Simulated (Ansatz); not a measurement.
# Gate voltage at the highest density: 1T-PbSeTe monolayer

A layer charged from two gates alike needs a voltage that grows with the carrier density; the slope is e over the total capacitance.

**Method.** Ansatz 0.2.0, plane waves with PAW datasets (its set soft_2), PBE-D3(BJ); isolated slab, charged sheets 4 Å from the outer atoms behind model barriers, atoms held, Fermi-Dirac smearing of 0.02585 eV. The voltage is that of the gates (their mean) against the layer's Fermi level, from the uncharged case, which has no gap over 0.05 eV.

```tsv
run	added electrons (10¹³ per cm²)	gate voltage (V)
run 1	1.00	0.26
run 2	2.00	0.52
run 3	4.00	1.04
run 4	7.00	1.82
run 5	11.00	?
```

Q: Estimate the withheld value from the rows shown.

A least-squares line through the 4 rows shown has slope 0.2600 and intercept 0.0000; no row lies more than 0.01 V off it. The capacitance is 1.602/0.2600 = 6.16 µF/cm², against 4.43 µF/cm² for plates 4 Å apart in vacuum on both sides; it is the larger, as where the added charge has its centre outside the outer atoms (not examined here). At 11.00 it gives 0.2600 × 11.00 + 0.0000 = 2.86 V, beyond the rows fitted. Rounding and scatter of the rows alone allow about ±0.012 V there.

The run itself gives 2.86 V: a miss of 0.00 V, or 0.0 % of the value. The line holds within the rounding of the rows.

Caveats: The gates are model sheets, not atoms, and low densities sample few k-points. Spin-orbit coupling is left out, which changes the bands of elements this heavy.

[Logs are printed without paths, hosts, clocks, repeated set-up lines and the standing remarks that a program may print on its own settings, such as how far it seeks lower states.]
